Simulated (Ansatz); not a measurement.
**Ge (Fd-3m, 2 atoms in the cell) under biaxial strain in the (111) plane**

Wanted: the shifts of the zone-centre modes of Ge (Fd-3m, 2 atoms in the cell) with strain.

Main program and level: Ansatz 0.2.0; DFT LDA, scalar-relativistic, plane waves, PAW; PAW set soft_1.

## 1. The structure

Symmetry: Fd-3m, No. 227, cubic system. Conventional cell: a = 5.658 Å, b = 5.658 Å, c = 5.658 Å, α = 90.00°, β = 90.00°, γ = 90.00°. Nearest to Ge lie 4 Ge at 2.45 Å.

Structure file:

```cif
data_structure
_symmetry_space_group_name_H-M 'P 1'
_symmetry_Int_Tables_number 1
_cell_length_a 4.0007
_cell_length_b 4.0007
_cell_length_c 4.0007
_cell_angle_alpha 60.000
_cell_angle_beta 60.000
_cell_angle_gamma 60.000
_cell_volume 45.28
loop_
_atom_site_label
_atom_site_type_symbol
_atom_site_fract_x
_atom_site_fract_y
_atom_site_fract_z
_atom_site_occupancy
Ge1 Ge 0.50000 0.50000 0.50000 1
Ge2 Ge 0.75000 0.75000 0.75000 1
```

## 2. Relaxation

Harmonic phonons are second derivatives at a point where the forces vanish, and they are wanted at zero stress, so atoms and cell are relaxed first.

input.yaml

```yaml
crystal:
  lattice:
    - [0.0, 2.82891, 2.82891]
    - [2.82891, 0.0, 2.82891]
    - [2.82891, 2.82891, 0.0]
  atoms:
    - { symbol: Ge, position: [0.5, 0.5, 0.5] }
    - { symbol: Ge, position: [0.75, 0.75, 0.75] }
kpoints:
  mp_grid: { grid: [14, 14, 14] }
hamiltonian:
  xc: lda
  pseudopotentials: { kind: paw, azcp: { folder: soft_1 }, xc_functional: pbe }
scf:
  occupations: { method: gaussian, width: 0.1 }
output:
  forces: true
  stress: true
  eigenvalues: true
relax:
  adjacent_minimum: "off"
  f_tol: 0.005
  max_steps: 80
  cell: { stress_tol: 0.05 }
```

Command:

```sh
$ ansatz run input.yaml --threads 4 --pin off --max-ram 10240MiB --backend cpu --events-out ev --progress --plain --runs-dir out
```

Numbers of over 12 decimals in the logs are rounded to 6 here.

What it wrote:

```text
Engine: ansatz 0.2.0, aarch64-unknown-linux-gnu
Pseudopotentials: kind: paw
Pseudopotential: Ge, paw, valence charge 14, recommended cutoff 420 eV (normal), soft_1/Ge.paw.azcp
Functional definition: SPW92
  exchange = slater_x
  correlation = pw_c
Crystal: 2 atoms, lattice volume = 45.278 Å³
Basis set: ecut = 420 eV, 893 PW (Γ)
Bands: 18, of which v1, the nominal top of the filled ones, is band 14 counted from 1 (13 counted from 0)
Symmetry: 48 space group operations
Space group: Fd-3m (ITA 227), of the structure as read, at distance tolerance 3.6e-5 Å
k-points: 104 of 2744
Non-local potential: Ge, projectors of the file, l = 0: 2, l = 1: 2, l = 2: 3, l = 3: 1
PAW form: soft (Blöchl's): semilocal exchange-correlation on the pseudo side does not see the compensation charge
PAW frozen core: Ge, regenerated for the run's functional, and the local potential with it (the file was generated under x = pbe(κ = 0.804, μ = 0.219515), c = pbe(β = 0.066725))
PAW one-centre angular grid: Ge, 590 points (default); XC on 64 Gauss nodes
Initial density: superposition of atomic densities (chi_scale 0.1, normalization cell)
Initial wavefunctions: pseudopotential atomic-orbital guess
Functional: x = slater, c = lda
SCF iter   1: F=—  HF=-8431.583315 eV  |F-HF|=—  |Δ(HF+E_count)|=         —  Δρ=3.46e-2  dr2=4.97e-1  ethr=3.10e-3  ⟨swp⟩=5.6  Hψ=8832  notcnv=0
preconditioner: auto → none  [insulator: Δε(μ)=0.189 eV  Ē_g=23.401 eV  σ=0.100 eV  W_gap=0.71  n_scr=14 (ndim 8)  ℏωp=29.2 eV  f_vac=0.000  D(μ)=0.02/eV (n_scr^D=0)  ε∞_Penn≈2.6]
SCF iter   2: F=—  HF=-8431.465386 eV  |F-HF|=—  |Δ(HF+E_count)|=   1.18e-1  Δρ=1.57e-2  dr2=8.10e-2  ethr=1.77e-3  ⟨swp⟩=2.0  Hψ=3115  notcnv=0
SCF iter   3: F=—  HF=-8431.450982 eV  |F-HF|=—  |Δ(HF+E_count)|=   1.44e-2  Δρ=2.20e-3  dr2=5.58e-4  ethr=2.89e-4  ⟨swp⟩=2.0  Hψ=2703  notcnv=0
SCF iter   4: F=—  HF=-8431.451177 eV  |F-HF|=—  |Δ(HF+E_count)|=   1.95e-4  Δρ=4.87e-4  dr2=8.31e-5  ethr=1.99e-6  ⟨swp⟩=2.0  Hψ=3071  notcnv=0
SCF iter   5: F=—  HF=-8431.450957 eV  |F-HF|=—  |Δ(HF+E_count)|=   2.20e-4  Δρ=5.67e-5  dr2=7.63e-7  ethr=2.97e-7  ⟨swp⟩=2.0  Hψ=3331  notcnv=0
SCF iter   6: F=—  HF=-8431.450954 eV  |F-HF|=—  |Δ(HF+E_count)|=   3.09e-6  Δρ=3.70e-5  dr2=3.07e-7  ethr=3.57e-10  ⟨swp⟩=6.2  Hψ=8752  notcnv=0
SCF iter   7: F=-8431.450954 eV  HF=-8431.450954 eV  |F-HF|=1.15e-8  |Δ(HF+E_count)|=   3.22e-7  Δρ=4.73e-6  dr2=4.40e-9  ethr=3.57e-10  ⟨swp⟩=3.0  Hψ=7085  notcnv=0
SCF 1 converged in 7 iterations: F = -8431.450954 eV  dr2 = 4.40e-9
  greatest PAW one-centre occupation: 0.998 electrons in one spin orbital (limit 2), on the Ge atom at site 1 (counted from 0), in its partial waves of l = 2
relax step   1: F+E_penalty+E_count = -8431.45095365 eV  Δ(F+E_penalty+E_count) = +0.000e0 eV  max|allowed force component| = 9.252e-18 eV/Å  Δτ_max = 0.0000 Å  P = -1.315 GPa  Ω = 45.278 Å³  (7 SCF iters, dr2 threshold 1.00e-7 eV, accepted)
Crystal: 2 atoms, lattice volume = 44.578 Å³
Initial density: handed on by an earlier stage of this run
Initial wavefunctions: those handed on with the density
iter 1 solved again at ethr=1.26e-6 eV; its pass at ethr=3.10e-3 eV (dr2=3.53e-4 eV) is discarded
SCF iter   1: F=—  HF=-8431.454648 eV  |F-HF|=—  |Δ(HF+E_count)|=         —  Δρ=7.81e-4  dr2=3.33e-4  ethr=1.26e-6  ⟨swp⟩=2.0  Hψ=10743  notcnv=0
preconditioner: auto → Kerker (q_TF=auto, 2.525 Å⁻¹)  [metal: Δε(μ)=0.099 eV  Ē_g=23.561 eV  σ=0.100 eV  W_gap=0.48  n_scr=14 (ndim 8)  ℏωp=29.4 eV  f_vac=0.055  D(μ)=0.04/eV (n_scr^D=0)]
SCF iter   2: F=—  HF=-8431.454601 eV  |F-HF|=—  |Δ(HF+E_count)|=   4.65e-5  Δρ=5.27e-4  dr2=1.75e-4  ethr=1.19e-6  ⟨swp⟩=1.0  Hψ=1872  notcnv=0
SCF iter   3: F=—  HF=-8431.454564 eV  |F-HF|=—  |Δ(HF+E_count)|=   3.75e-5  Δρ=1.34e-4  dr2=1.44e-5  ethr=6.25e-7  ⟨swp⟩=2.3  Hψ=2269  notcnv=0
SCF iter   4: F=—  HF=-8431.454560 eV  |F-HF|=—  |Δ(HF+E_count)|=   4.02e-6  Δρ=8.48e-5  dr2=3.30e-6  ethr=5.13e-8  ⟨swp⟩=2.0  Hψ=3329  notcnv=0
SCF iter   5: F=-8431.454561 eV  HF=-8431.454561 eV  |F-HF|=1.05e-8  |Δ(HF+E_count)|=   8.03e-7  Δρ=1.37e-5  dr2=7.78e-8  ethr=7.14e-10  ⟨swp⟩=3.3  Hψ=7864  notcnv=0
SCF 2 converged in 5 iterations: F = -8431.454561 eV  dr2 = 7.78e-8
relax step   2: F+E_penalty+E_count = -8431.45456057 eV  Δ(F+E_penalty+E_count) = -3.607e-3 eV  max|allowed force component| = 5.869e-17 eV/Å  Δτ_max = 0.0000 Å  P = -0.258 GPa  Ω = 44.578 Å³  energy of the carried Pulay correction = +1.351e-4 eV  (5 SCF iters, dr2 threshold 2.00e-7 eV, accepted)
Crystal: 2 atoms, lattice volume = 44.410 Å³
iter 1 solved again at ethr=8.45e-8 eV; its pass at ethr=3.10e-3 eV (dr2=2.36e-5 eV) is discarded
SCF iter   1: F=—  HF=-8431.454730 eV  |F-HF|=—  |Δ(HF+E_count)|=         —  Δρ=1.92e-4  dr2=2.14e-5  ethr=8.45e-8  ⟨swp⟩=2.0  Hψ=10513  notcnv=0
preconditioner: auto → none  [insulator: Δε(μ)=0.108 eV  Ē_g=23.575 eV  σ=0.100 eV  W_gap=0.52  n_scr=14 (ndim 8)  ℏωp=29.5 eV  f_vac=0.058  D(μ)=0.04/eV (n_scr^D=0)  ε∞_Penn≈2.6]
SCF iter   2: F=—  HF=-8431.454725 eV  |F-HF|=—  |Δ(HF+E_count)|=   5.21e-6  Δρ=8.41e-5  dr2=3.20e-6  ethr=7.63e-8  ⟨swp⟩=1.6  Hψ=1989  notcnv=0
SCF iter   3: F=-8431.454725 eV  HF=-8431.454725 eV  |F-HF|=1.04e-7  |Δ(HF+E_count)|=   3.65e-7  Δρ=2.15e-5  dr2=6.43e-8  ethr=5.97e-10  ⟨swp⟩=3.2  Hψ=7776  notcnv=0
SCF 3 converged in 3 iterations: F = -8431.454725 eV  dr2 = 6.43e-8
relax step   3: F+E_penalty+E_count = -8431.45472465 eV  Δ(F+E_penalty+E_count) = -1.641e-4 eV  max|allowed force component| = 5.031e-17 eV/Å  Δτ_max = 0.0000 Å  P = +0.009 GPa  Ω = 44.410 Å³  energy of the carried Pulay correction = +1.678e-4 eV  (3 SCF iters, dr2 threshold 1.67e-7 eV, accepted)
Initial wavefunctions: pseudopotential atomic-orbital guess (no wavefunctions were taken with the density)
iter 1 solved again at ethr=2.02e-7 eV; its pass at ethr=3.10e-3 eV (dr2=5.66e-5 eV) is discarded
SCF iter   1: F=—  HF=-8431.454556 eV  |F-HF|=—  |Δ(HF+E_count)|=         —  Δρ=2.24e-5  dr2=5.01e-8  ethr=2.02e-7  ⟨swp⟩=2.4  Hψ=12988  notcnv=0
preconditioner: auto → none  [insulator: Δε(μ)=0.107 eV  Ē_g=23.574 eV  σ=0.100 eV  W_gap=0.52  n_scr=14 (ndim 8)  ℏωp=29.5 eV  f_vac=0.059  D(μ)=0.04/eV (n_scr^D=0)  ε∞_Penn≈2.6]
SCF iter   2: F=—  HF=-8431.454558 eV  |F-HF|=—  |Δ(HF+E_count)|=   1.94e-6  Δρ=1.03e-5  dr2=2.19e-8  ethr=1.79e-10  ⟨swp⟩=2.0  Hψ=3332  notcnv=0
SCF iter   3: F=—  HF=-8431.454558 eV  |F-HF|=—  |Δ(HF+E_count)|=   2.55e-9  Δρ=4.66e-6  dr2=3.11e-9  ethr=7.81e-11  ⟨swp⟩=2.8  Hψ=3507  notcnv=0
SCF iter   4: F=—  HF=-8431.454558 eV  |F-HF|=—  |Δ(HF+E_count)|=  5.24e-10  Δρ=4.38e-7  dr2=3.35e-11  ethr=1.11e-11  ⟨swp⟩=2.8  Hψ=3462  notcnv=0
SCF iter   5: F=-8431.454558 eV  HF=-8431.454558 eV  |F-HF|=1.82e-12  |Δ(HF+E_count)|=  1.46e-11  Δρ=3.64e-8  dr2=2.01e-13  ethr=1.00e-12  ⟨swp⟩=5.0  Hψ=7057  notcnv=0
SCF 4 converged in 5 iterations: F = -8431.454558 eV  dr2 = 2.01e-13
relax step   4: F+E_penalty+E_count = -8431.45455762 eV  Δ(F+E_penalty+E_count) = +1.670e-4 eV  max|allowed force component| = 3.701e-17 eV/Å  Δτ_max = 0.0000 Å  P = +0.008 GPa  Ω = 44.410 Å³  stress off target by 7.99e-3 GPa  SCF on the basis re-selected at this cell (its energy is not comparable with the rows above)  (5 SCF iters)
basis re-selected at this cell: Δ(F+E_penalty+E_count) = +1.670e-4 eV, ΔP = -0.001 GPa vs the last step (what re-selecting the basis moved, of the pressure what is left beyond the Pulay correction that the steps carried, after the strain that the cell walked since its last selection, with what the two solves' SCF thresholds leave and, on support functions, any second-order correction that the steps lacked; it is no m [...]
SCF converged after 5 iterations
Free energy (F): -8431.454558 eV
Harris-Foulkes:  -8431.454558 eV  (|F-HF|=1.82e-12)
Internal energy: -8431.454346 eV  (E = F + TS)
E sigma→0 (E₀):  -8431.454452 eV
Entropy (-TS):   -0.000211 eV (-0.106 meV/atom)
Fermi energy:    8.511995 eV
--- Per-component energies (eV) ---
  E_band       = -305.035524
  E_kinetic    = 187.155336
  E_local      = -4483.568786  (includes V_loc(G=0)·N_el)
  E_nonlocal   = 442.109621
  E_hartree    = 2135.896763
  E_xc         = -143.191287
  E_vxc        = -131.725126  (∫ρ·V_xc dr)
  E_paw        = -3869.139440  (= ΣΔE_a)
  E_vpaw       = -590.800098  (= ΣTr[D̂ρ^β])
  E_aug_tail   = 0.000030  (compensation charges beyond the density's cutoff)
  E_ewald      = -2704.533236
  E_core_change = 3.816653  (= ΣΔE_core)
  E_smearing   = -0.000211  (= −TS)
  E_closure    = 0.000000  (closes the sum)
  Σ components = -8431.454558   (vs F -8431.454558, Δ=0.00e0)
--- Forces (eV/Å), atoms counted from 1 ---
  atom   1  Ge    -0.00000000    -0.00000000    -0.00000000
  atom   2  Ge     0.00000000     0.00000000     0.00000000
  max |Σ_I F_I| component: 3.70e-17 eV/Å
--- Stress (GPa, compression-positive) ---
        0.007987       0.000000       0.000000
        0.000000       0.007987       0.000000
        0.000000      -0.000000       0.007987
  P = ⅓ Tr σ = 0.0080 GPa (0.080 kbar)
--- Band table (eV; the first three rows and the last of 104) ---
  k-point 0: bands = [... 10 lower, -4.4755, 8.4767, 8.4858, 8.4858, 8.4858, 11.0224, 11.0224, 11.0224]
  k-point 1: bands = [... 10 lower, -4.4121, 7.1506, 8.3562, 8.3562, 9.3625, 11.1943, 11.1943, 11.3005]
  k-point 2: bands = [... 10 lower, -4.2234, 5.7293, 8.0610, 8.0610, 9.4592, 11.5857, 11.5857, 12.2359]
  k-point 103: bands = [... 10 lower, -0.4280, -0.4280, 4.5128, 4.5128, 12.1310, 12.1310, 13.8650, 13.8650]
--- Relaxed structure (3 steps of the walk, 3 accepted, 1 SCFs on fresh bases) ---
  F+E_penalty+E_count = -8431.45455762 eV   max|allowed force component| = 3.701e-17 eV/Å   (the final SCF, on the basis selected at the relaxed cell)
  cell:  # Å, volume = 44.4098 Å³
    - [0, 2.810711, 2.810711]
    - [2.810711, 0, 2.810711]
    - [2.810711, 2.810711, 0]
  atoms:
    - { symbol: Ge, position: [0.500000, 0.500000, 0.500000] }
    - { symbol: Ge, position: [0.750000, 0.750000, 0.750000] }
```

Elapsed: 3.9 s, on 4 threads of Arm Neoverse V2, shared host; peak memory 0.38 GiB.

The steps of the relaxation:

```tsv
step	energy less that of the first step (eV)	largest force component (eV/Å)	pressure (GPa)	volume (Å³)
1	0.0000	0.0000	-1.32	45.28
2	-0.0036	0.0000	-0.26	44.58
3	-0.0038	0.0000	0.01	44.41
4*	-0.0036	0.0000	0.01	44.41
```

Relaxation steps marked * repeat the geometry before them on a plane-wave basis chosen anew for their cell, so energy and pressure can jump there.

Forces are held to the 48 operations that the run works with; a distortion that breaks them can't arise in this run.

```tsv
conventional cell, symmetrised	before	after	change
a (Å)	5.658	5.621	-0.6 %
b (Å)	5.658	5.621	-0.6 %
c (Å)	5.658	5.621	-0.6 %
volume (Å³/atom)	22.64	22.20	-1.9 %
```

Final coordinates:

```
Ge
1.0
     0.00000    2.81071    2.81071
     2.81071    0.00000    2.81071
     2.81071    2.81071    0.00000
Ge
2
Cartesian
  2.8107 2.8107 2.8107
  4.2161 4.2161 4.2161
```

Numbers from this step:

| Property | Result |
| --- | --- |
| pressure | 0.007987 GPa |
| volume per atom | 22.20 Å³ |
| gap on the k-mesh | 0 eV |

In this step the volume went from 22.64 to 22.20 Å³/atom.

## 3. Tight relaxation

At this level the gap closes at Γ, and partly filled states there would soften the modes. So, after a tight relaxation on a Γ-centred mesh that is not shown, the volume is relaxed again on 12×12×12 points shifted off Γ, the mesh of all runs that follow.

input.yaml, the sections that differ from step 2:

```yaml
crystal:
  lattice:
    - [0.0, 2.8107113432, 2.8107113432]
    - [2.8107113432, 0.0, 2.8107113432]
    - [2.8107113432, 2.8107113432, 0.0]
  atoms:
    - { symbol: Ge, position: [0.5, 0.5, 0.5] }
    - { symbol: Ge, position: [0.75, 0.75, 0.75] }
kpoints:
  mp_grid: { grid: [12, 12, 12], shift: [0.5, 0.5, 0.5] }
scf:
  occupations: { method: gaussian, width: 0.015 }
relax:
  adjacent_minimum: "off"
  f_tol: 0.001
  max_steps: 60
  cell: { stress_tol: 0.01, fix: [shape] }
# hamiltonian, output: as in step 2
```

What it wrote:

```text
[...]
k-point 181: bands = [... 10 lower, -2.2765, 0.7821, 6.2364, 6.9361, 9.3574, 12.0809, 12.4847, 15.8457]
--- Relaxed structure (2 steps of the walk, 2 accepted, 1 SCFs on fresh bases) ---
[...]
cell:  # Å, volume = 44.4113 Å³
    - [0, 2.810743, 2.810743]
    - [2.810743, 0, 2.810743]
    - [2.810743, 2.810743, 0]
  atoms:
    - { symbol: Ge, position: [0.499976, 0.499976, 0.499976] }
    - { symbol: Ge, position: [0.750024, 0.750024, 0.750024] }
[key lines of the parts left out:]
SCF converged after 6 iterations
Free energy (F): -8431.455100 eV
Fermi energy:    8.522252 eV
P = ⅓ Tr σ = 0.0007 GPa (0.007 kbar)
```

The job ended after 5.3 s (4 threads; peak memory 0.42 GiB; 20 s of CPU time).

Little changed from the start: no atom moved by 0.005 Å and no cell edge by 0.1 %.

Numbers from this step:

| Quantity | Value |
| --- | --- |
| pressure | 6.63e-4 GPa |
| gap on the k-mesh | 0.1678 eV |
| volume per atom | 22.21 Å³ |

The largest force component left is 0.27 meV/Å and the pressure is 0.001 GPa, within the tolerances set. The cell now holds 22.21 Å³/atom.

## 4. Zone-centre response at rest

Phonons follow from the second derivative of the energy, found here by linear response.

The modes at rest are the reference of the series.

input.yaml, the sections that differ from step 3:

```yaml
crystal:
  lattice:
    - [0.0, 2.8107426724, 2.8107426724]
    - [2.8107426724, 0.0, 2.8107426724]
    - [2.8107426724, 2.8107426724, 0.0]
  atoms:
    - { symbol: Ge, position: [0.4999761677, 0.4999761677, 0.4999761677] }
    - { symbol: Ge, position: [0.7500238323, 0.7500238323, 0.7500238323] }
output:
  eigenvalues: true
phonons:
  method: dfpt
# kpoints, hamiltonian, scf: as in step 3
# relax: removed
```

What it wrote:

```text
[...]
Crystal: 2 atoms, lattice volume = 44.411 Å³
Basis set: ecut = 420 eV, 893 PW (Γ), exchange–correlation on 64×64×64 points (8 copies of the dense FFT grid, shifted against one another)
Bands: 18, of which v1, the nominal top of the filled ones, is band 14 counted from 1 (13 counted from 0)
Symmetry: 12 space group operations
k-points: 468 of 1728 (irreducible under 2 space group operations, time reversal used)
[...]
SCF iter   1: F=—  HF=-8431.592148 eV  |F-HF|=—  |Δ(HF+E_count)|=         —  Δρ=3.54e-2  dr2=5.09e-1  ethr=3.10e-3  ⟨swp⟩=6.0  Hψ=39352  notcnv=0
[...]
SCF iter   8: F=-8431.455100 eV  HF=-8431.455100 eV  |F-HF|=7.28e-12  |Δ(HF+E_count)|=   4.51e-9  Δρ=1.21e-7  dr2=4.28e-12  ethr=1.00e-12  ⟨swp⟩=4.3  Hψ=45088  notcnv=0
SCF 1 converged in 8 iterations: F = -8431.455100 eV  dr2 = 4.28e-12
[...]
DFPT response loops at Γ: preconditioner auto → none (the input reference at scf.mixing.eps_inf says where Resta's filter doesn't serve); β = 0.50; Broyden in place of MSR1
SCF converged after 8 iterations
Free energy (F): -8431.455100 eV
[...]
Internal energy: -8431.455100 eV  (E = F + TS)
E sigma→0 (E₀):  -8431.455100 eV
Fermi energy:    8.522252 eV
[...]
--- Band table (eV; the first three rows and the last of 468) ---
  k-point 0: bands = [... 10 lower, -4.4541, 7.7287, 8.4379, 8.4379, 9.0886, 11.0845, 11.0845, 11.1041]
  k-point 1: bands = [... 10 lower, -4.3393, 6.5394, 7.9478, 8.3614, 9.6522, 11.2056, 11.2871, 11.8371]
  k-point 2: bands = [... 10 lower, -4.0563, 4.9584, 7.4965, 8.0339, 9.5697, 11.6322, 11.8915, 12.9749]
  k-point 467: bands = [... 10 lower, -2.3337, 0.7701, 6.7979, 7.0055, 8.8595, 12.1487, 12.3051, 15.5800]
--- Phonons (Γ-DFPT): 1 representative perturbation + reference, on 468 of 1728 k-points (Σ response iterations 3) ---
  k mesh reduced under 2 symmetry operations, with k and −k counted as one. Each operation leaves every solved perturbation unchanged. A smaller set is not used because it would not reduce the number of displacements times k-points to solve
  ASR residual: 7.905e-5 → 0.000e0 eV/Å²; symmetrization residual: 2.815e-12 eV/Å²
  ASR residual per site (eV/Å²): 7.90e-5 7.90e-5
  Γ frequencies (cm⁻¹): 0.00 0.00 0.00 293.87 293.87 293.91
  non-analytic LO–TO correction: not included (Born effective charges unavailable; polar crystals: no LO–TO splitting at Γ)
```

It took 15 s on 4 threads; peak memory 1.3 GiB.

In the SCF lines HF is the Harris–Foulkes energy and dr2 the Hartree energy of the density residual, in eV; the loop may stop once dr2 is under the threshold and the program's other checks hold. Hψ counts applications of the Hamiltonian.

This step gave:

| Item | Value |
| --- | --- |
| sum-rule residual before enforcement | 7.90e-5 eV/Å² |
| highest optical mode at the zone centre (no LO-TO term) | 293.9 cm⁻¹ |
| lowest optical zone-centre mode | 293.9 cm⁻¹ |

Patterns of degenerate modes are one choice out of their space. Modes at Γ:

```tsv
mode	frequency (cm⁻¹)
1	0.0
2	0.0
3	0.0
4	293.9
5	293.9
6	293.9
```

Displacements in mode 5 (293.9 cm⁻¹), the largest set to 1:
```
Ge1  0.00 -1.00  1.00
Ge2  0.00  1.00 -1.00
```

Before it was imposed, the acoustic sum rule was missed by 7.9e-5 eV/Å². Small misses are needed for a sound result but don't prove that mesh and cutoff are converged. The lowest optical mode is real, 294 cm⁻¹.

## 5. Relaxation of a member: biaxial strain of -1 % in the (111) plane

The cell takes a biaxial strain of -1 % in the (111) plane. The strained lengths are held, while the rest of the cell and the atoms relax.

input.yaml, the sections that differ from step 4:

```yaml
crystal:
  lattice:
    - [0.0187382845, 2.8013735302, 2.8013735302]
    - [2.8013735302, 0.0187382845, 2.8013735302]
    - [2.8013735302, 2.8013735302, 0.0187382845]
  atoms:
    - { symbol: Ge, position: [0.4999761677, 0.4999761677, 0.4999761677] }
    - { symbol: Ge, position: [0.7500238323, 0.7500238323, 0.7500238323] }
  conventional_axes: [[-1, 1, 0], [0, -1, 1], [1, 1, 1]]
output:
  forces: true
  stress: true
  eigenvalues: true
relax:
  adjacent_minimum: "off"
  f_tol: 0.001
  max_steps: 60
  cell: { stress_tol: 0.01, fix: [a, b, angles] }
# kpoints, hamiltonian, scf: as in step 4
# phonons: removed
```

What it wrote:

```text
[...]
Crystal: 2 atoms, lattice volume = 43.527 Å³
Basis set: ecut = 420 eV, 875 PW (Γ)
Bands: 18, of which v1, the nominal top of the filled ones, is band 14 counted from 1 (13 counted from 0)
Symmetry: 12 space group operations
[...]
k-points: 182 of 1728
[...]
k-point 181: bands = [... 10 lower, -2.2054, 0.9130, 6.5022, 7.2027, 9.7735, 12.3736, 12.7881, 16.1695]
--- Relaxed structure (4 steps of the walk, 4 accepted, 1 SCFs on fresh bases) ---
[...]
cell:  # Å, volume = 43.6892 Å³
    - [0.025702, 2.808337, 2.808337]
    - [2.808337, 0.025702, 2.808337]
    - [2.808337, 2.808337, 0.025702]
  atoms:
    - { symbol: Ge, position: [0.500589, 0.500589, 0.500589] }
    - { symbol: Ge, position: [0.749411, 0.749411, 0.749411] }
[key lines of the parts left out:]
SCF converged after 5 iterations
Free energy (F): -8431.450034 eV
Fermi energy:    8.866010 eV
P = ⅓ Tr σ = 1.2344 GPa (12.344 kbar)
```

Elapsed: 7.8 s, on 4 threads; peak memory 0.42 GiB; 29 s of CPU time.

Relaxation path:

```tsv
step	energy less that of the first step (eV)	largest force component (eV/Å)	pressure (GPa)	volume (Å³)
1	0.0000	0.0603	1.54	43.53
2	-0.0007	0.0044	1.18	43.72
3	-0.0007	0.0009	1.23	43.69
4	-0.0007	0.0000	1.23	43.69
5*	-0.0008	0.0000	1.23	43.69
```

Relaxation steps marked * repeat the geometry before them on a plane-wave basis chosen anew for their cell, so energy and pressure can jump there.

The run keeps the 12 symmetry operations that it works with, so distortions that break them were not tested.

```tsv
conventional cell, symmetrised	before	after	change
a (Å)	3.935	3.935	+0.0 %
b (Å)	3.935	3.935	+0.0 %
c (Å)	9.737	9.773	+0.4 %
volume (Å³/atom)	21.76	21.84	+0.4 %
```

The relaxed structure:

```
Ge
1.0
     0.02570    2.80834    2.80834
     2.80834    0.02570    2.80834
     2.80834    2.80834    0.02570
Ge
2
Direct
  0.50059 0.50059 0.50059
  0.74941 0.74941 0.74941
```

This step gave:

```yaml
pressure: 1.234 GPa
gap_on_the_k_mesh: 0.3232 eV
volume_per_atom: 21.84 Å³
```

The largest force component left is 0.0077 meV/Å.

(Continued in part 2 of 2.)

[Logs are printed without paths, hosts, clocks, repeated set-up lines and the standing remarks that a program may print on its own settings, such as how far it seeks lower states.]

[Hosts, paths, dates, database ids (printed as entryN), source tags and the programs' standing remarks are cut or masked in the printed files.]
